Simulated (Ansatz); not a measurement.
# Phonons of TiSi2 (Zhiqinite, Fddd) against volume, part 3 of 3

Wanted: Grüneisen parameters and pressure coefficients of the modes of TiSi2 (Zhiqinite, Fddd).

Ansatz 0.2.0; DFT LDA, scalar-relativistic, plane waves, PAW; PAW set soft_1.

So far, highest optical mode at the zone centre (no LO-TO term) (cm⁻¹): step 4 (zone-centre response at rest) 447; step 6 (volume ratio 1.06) 407.

The database entry behind the starting cell is an old determination (1939), so it need not match the best structure at ambient conditions.

## (8) Modes of this member: 0.9 times the volume at rest

The zone-centre modes follow for 0.9 times the volume at rest.

File input.yaml:

```yaml
crystal:
  lattice:
    - [0.0, 3.8976738949, 4.1023517844]
    - [2.2791147975, 0.0, 4.1023517844]
    - [2.2791147975, 3.8976738949, 0.0]
  atoms:
    - { symbol: Si, position: [0.0853950512, 0.4146049488, 0.0853950512] }
    - { symbol: Si, position: [0.4146049488, 0.0853950512, 0.4146049488] }
    - { symbol: Si, position: [0.1646049488, 0.8353950512, 0.1646049488] }
    - { symbol: Si, position: [0.8353950512, 0.1646049488, 0.8353950512] }
    - { symbol: Ti, position: [0.75, 0.75, 0.75] }
    - { symbol: Ti, position: [0.5, 0.5, 0.5] }
kpoints:
  mp_grid: { grid: [12, 12, 12] }
hamiltonian:
  xc: lda
  pseudopotentials: { kind: paw, azcp: { folder: soft_1 }, xc_functional: pbe }
scf:
  occupations: { method: methfessel_paxton, width: 0.2 }
output:
  eigenvalues: true
phonons:
  method: dfpt
```

Command:

```console
ansatz run input.yaml --threads 8 --pin off --max-ram 16384MiB --backend cpu --events-out ev --progress --plain --runs-dir out
```

Numbers of over 12 decimals in the logs are rounded to 6 here.

The program printed:

```text
[...]
Crystal: 6 atoms, lattice volume = 72.884 Å³
Basis set: ecut = 420 eV, 1435 PW (Γ), exchange–correlation on 80×80×80 points (8 copies of the dense FFT grid, shifted against one another)
Bands: 26, of which v1, the nominal top of the filled ones, is band 20 counted from 1 (19 counted from 0)
Symmetry: 8 space group operations
k-points: 476 of 1728 (irreducible under 2 space group operations, time reversal used)
[...]
k-point 2: bands = [... 16 lower, 12.3435, 12.4965, 13.1862, 13.2396, 13.5025, 16.4925, 17.9425, 18.0141, ... 2 higher]
  k-point 475: bands = [... 16 lower, 12.9469, 12.9469, 13.3403, 13.3403, 15.2419, 15.2419, 18.2676, 18.2676, ... 2 higher]
[...]
ASR residual: 5.544e-6 → 0.000e0 eV/Å²; symmetrization residual: 2.794e-6 eV/Å²
  ASR residual per site (eV/Å²): 2.51e-6 2.51e-6 2.51e-6 2.51e-6 5.54e-6 5.54e-6
[...]
[key lines of the parts left out:]
SCF converged after 10 iterations
Free energy (F): -7338.759992 eV
Fermi energy:    14.468611 eV
```

Elapsed: 75 s, on 8 threads of Arm Neoverse V2, shared host; peak memory 3.2 GiB; 9 min of CPU time.

Numbers from this step:

```
sum-rule residual before enforcement                    : 5.54e-6 eV/Å²
highest optical mode at the zone centre (no LO-TO term) : 521.6 cm⁻¹
lowest optical zone-centre mode                         : 213.2 cm⁻¹
```

Patterns of degenerate modes are one choice out of their space. The modes at Γ (shares of kinetic energy by element, %):

| mode | frequency (cm⁻¹) | symmetry | Si % | Ti % |
| --- | --- | --- | --- | --- |
| 1 | 0.0 | acoustic | 54 | 46 |
| 2 | 0.0 | acoustic | 54 | 46 |
| 3 | 0.0 | acoustic | 54 | 46 |
| 4 | 213.2 | B2g | 69 | 31 |
| 5 | 217.9 | B3u | 84 | 16 |
| 6 | 239.9 | B1g | 39 | 61 |
| 7 | 294.7 | B1u | 86 | 14 |
| 8 | 310.8 | B3g | 49 | 51 |
| 9 | 322.2 | Ag | 100 | 0 |
| 10 | 335.7 | B3g | 78 | 22 |
| 11 | 343.8 | B2g | 31 | 69 |
| 12 | 364.4 | B2u | 46 | 54 |
| 13 | 386.1 | Au | 100 | 0 |
| 14 | 422.2 | B1g | 89 | 11 |
| 15 | 443.7 | B3u | 62 | 38 |
| 16 | 464.4 | B3g | 73 | 27 |
| 17 | 489.2 | B1u | 60 | 40 |
| 18 | 521.6 | B1g | 73 | 27 |

The lowest optical mode is real, 213 cm⁻¹, and the highest lies at 521.6 cm⁻¹.

Between step 4 and this run (volume ratio 0.9) the value for the highest optical mode at the zone centre (no LO-TO term) moves from 447 cm⁻¹ to 522 cm⁻¹ (+17 %).

## (9) The series together

The members are set side by side, also those not shown above.

Each row is one cell with its response, relaxed at fixed volume as far as symmetry leaves anything free; energies are extrapolated to zero smearing, and E0 is that at rest; shape and atoms are relaxed in each cell where symmetry leaves them free; all runs use 12×12×12 k points and Methfessel-Paxton smearing of 0.2 eV. State of the crystal along the series:

| volume ratio | V (Å³/atom) | pressure (GPa) | E - E0 (meV/atom) | first cell vector (Å) | third cell vector (Å) |
| --- | --- | --- | --- | --- | --- |
| 0.9 | 12.15 | 20.79 | 79.78 | 5.659 | 4.515 |
| 0.92 | 12.42 | 15.7 | 49.13 | 5.699 | 4.552 |
| 0.94 | 12.69 | 11.13 | 26.6 | 5.739 | 4.589 |
| 0.96 | 12.96 | 7.017 | 11.39 | 5.779 | 4.626 |
| 0.98 | 13.23 | 3.322 | 2.74 | 5.818 | 4.662 |
| 0.99 | 13.36 | 1.616 | 0.6707 | 5.837 | 4.68 |
| 1 | 13.5 | 1.19e-4 | 0 | 5.856 | 4.698 |
| 1.02 | 13.77 | -2.985 | 2.567 | 5.894 | 4.734 |
| 1.04 | 14.04 | -5.666 | 9.903 | 5.931 | 4.77 |
| 1.06 | 14.31 | -8.072 | 21.52 | 5.967 | 4.805 |

Each mode is tracked from rest by its pattern, and modes that stay within 0.3 cm⁻¹ of each other stand once; the 10 lowest of 15 levels; shape and atoms are relaxed in each cell where symmetry leaves them free; all runs use 12×12×12 k points and Methfessel-Paxton smearing of 0.2 eV. Optical modes along the series:

| V (Å³/atom) | mode 4 B3u (cm⁻¹) | mode 5 B2g (cm⁻¹) | mode 6 B1g (cm⁻¹) | mode 7 B1u (cm⁻¹) | mode 8 Ag (cm⁻¹) | mode 9 B3g (cm⁻¹) | mode 10 B2g (cm⁻¹) | mode 11 B3g (cm⁻¹) | mode 12 B2u (cm⁻¹) | mode 13 Au (cm⁻¹) |
| --- | --- | --- | --- | --- | --- | --- | --- | --- | --- | --- |
| 12.15 | 217.9 | 213.2 | 239.9 | 294.7 | 322.2 | 310.8 | 343.8 | 335.7 | 364.4 | 386.1 |
| 12.42 | 212.5 | 210.6 | 234.8 | 284.6 | 308.4 | 302.1 | 329.1 | 324.8 | 352.5 | 372.6 |
| 12.69 | 207.1 | 207.9 | 229.8 | 274.7 | 295 | 293.6 | 314.9 | 314.3 | 340.9 | 359.6 |
| 12.96 | 201.8 | 205.2 | 225 | 265.2 | 282 | 285.3 | 301.1 | 304 | 329.7 | 347.1 |
| 13.23 | 196.5 | 202.4 | 220.4 | 256 | 269.5 | 277.3 | 287.8 | 294 | 318.8 | 334.9 |
| 13.36 | 193.9 | 201 | 218.2 | 251.5 | 263.3 | 273.3 | 281.4 | 289.1 | 313.5 | 328.9 |
| 13.5 | 191.3 | 199.6 | 215.9 | 247.1 | 257.3 | 269.4 | 274.9 | 284.2 | 308.2 | 323.1 |
| 13.77 | 186.2 | 196.7 | 211.6 | 238.5 | 245.4 | 261.8 | 262.3 | 274.7 | 298 | 311.6 |
| 14.04 | 181.2 | 193.8 | 207.4 | 230.1 | 233.9 | 254.3 | 250.1 | 265.5 | 288.1 | 300.4 |
| 14.31 | 176.2 | 190.8 | 203.4 | 221.9 | 222.7 | 247 | 238.3 | 256.4 | 278.5 | 289.5 |

From cubic fits (parabolas where under five rows exist) of ln ω and P against ln V through the rows within about 4 % of rest: γ = −d ln ω / d ln V and dω/dP = γ ω / B. Slopes at rest:

| mode | fitted frequency at rest (cm⁻¹) | Grüneisen parameter γ | dω/dP (cm⁻¹/GPa) |
| --- | --- | --- | --- |
| mode 4 B3u | 191.3 | 1.34 | 1.63 |
| mode 5 B2g | 199.6 | 0.72 | 0.91 |
| mode 6 B1g | 215.9 | 1.02 | 1.39 |
| mode 7 B1u | 247.1 | 1.78 | 2.79 |
| mode 8 Ag | 257.3 | 2.33 | 3.82 |
| mode 9 B3g | 269.4 | 1.44 | 2.46 |
| mode 10 B2g | 274.9 | 2.32 | 4.05 |
| mode 11 B3g | 284.2 | 1.69 | 3.05 |
| mode 12 B2u | 308.2 | 1.68 | 3.3 |
| mode 13 Au | 323 | 1.8 | 3.7 |
| mode 14 B1g | 350.2 | 1.88 | 4.18 |
| mode 15 B3u | 379.8 | 1.54 | 3.71 |
| mode 16 B3g | 396.1 | 1.55 | 3.91 |

## (10) Outcome

```yaml
members: 10
highest_optical_mode_at_the_zone_centre_no_lo_to_term_at_rest: 446.6 cm⁻¹
bulk_modulus_at_rest: 157 GPa
mode_13_au_gamma: 1.80
mode_14_b1g_gamma: 1.88
mode_15_b3u_gamma: 1.54
mode_16_b3g_gamma: 1.55
```

What this shows: The series spans -8.1 to 20.8 GPa, and the slope at rest gives a bulk modulus of 157 GPa. Among the modes in the table of slopes γ runs from 0.72 (mode 5 B2g) to 2.33 (mode 8 Ag). One k mesh and one cutoff serve the ground states and modes of all volumes. These are harmonic frequencies at zero temperature: anharmonic shifts, linewidths and thermal expansion are left out. With no gap, or one that is small against the smearing, the frequencies hang on the k mesh and the smearing, most of all near Kohn anomalies. The PAW files were made for PBE; the program adapts parts of them to the functional of the run, but their partial waves stay those of PBE, an approximation that was not tested in this session. Only the zone centre was solved, so an instability at another wavevector cannot show here.

[Logs are printed without paths, hosts, clocks, repeated set-up lines and the standing remarks that a program may print on its own settings, such as how far it seeks lower states.]

[Hosts, paths, dates, database ids (printed as entryN), source tags and the programs' standing remarks are cut or masked in the printed files.]
